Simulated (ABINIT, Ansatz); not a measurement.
Planning a run of ABINIT 10.8.3 on SrTiO3 (Tausonite). The input:

```
acell 3*1.0 Angstrom
rprim 
  3.905280000000 0.000000000000 0.000000000000
  0.000000000000 3.905280000000 0.000000000000
  0.000000000000 0.000000000000 3.905280000000
ntypat 3
znucl 38 22 8
natom 5
typat 1 2 3 3 3
xred 
  0.500000000000 0.500000000000 0.500000000000
  0.000000000000 0.000000000000 0.000000000000
  0.500000000000 0.000000000000 0.000000000000
  0.000000000000 0.500000000000 0.000000000000
  0.000000000000 0.000000000000 0.500000000000
pp_dirpath "pseudos"
pseudos "Sr.upf, Ti.upf, O.upf"
ecut 38
ngkpt 6 6 6
nshiftk 1
shiftk 0 0 0
kptopt 1
chksymbreak 0
nband 26
occopt 1
tolvrs 1e-10
nstep 60
prtwf 0
optforces 0
optstress 0
indata_prefix "in"
outdata_prefix "out"
tmpdata_prefix "tmp"
```

```sh
OMP_NUM_THREADS=1 mpirun -n 4 abinit run.abi > log
```

Q: How long will it take on 4 MPI ranks of Arm Neoverse V2, shared host, and how much memory?

It took 31 s; on shared hardware allow 15 s to 61 s. Peak host memory was 0.34 GiB.

[Paths, hosts, dates, memory and timing lines, banners, echoed tables and standing remarks are left out of the program output.]

[Logs are printed without paths, hosts, clocks, repeated set-up lines and the standing remarks that a program may print on its own settings, such as how far it seeks lower states.]

[Runs of the session that timed out or met a known fault of the program may be left out.]

[Hosts, paths, dates, database ids (printed as entryN), source tags and the programs' standing remarks are cut or masked in the printed files.]

[G0W0 gaps are taken among the corrected bands and points alone; a level outside them can change the order at an edge.]

[Where Ansatz stands beside ABINIT at settings called matched, ABINIT's density can come from a denser mesh and the files from another edition; pairs whose starting gaps differed by over 0.03 eV were left out, so agreement reads better than it is.]
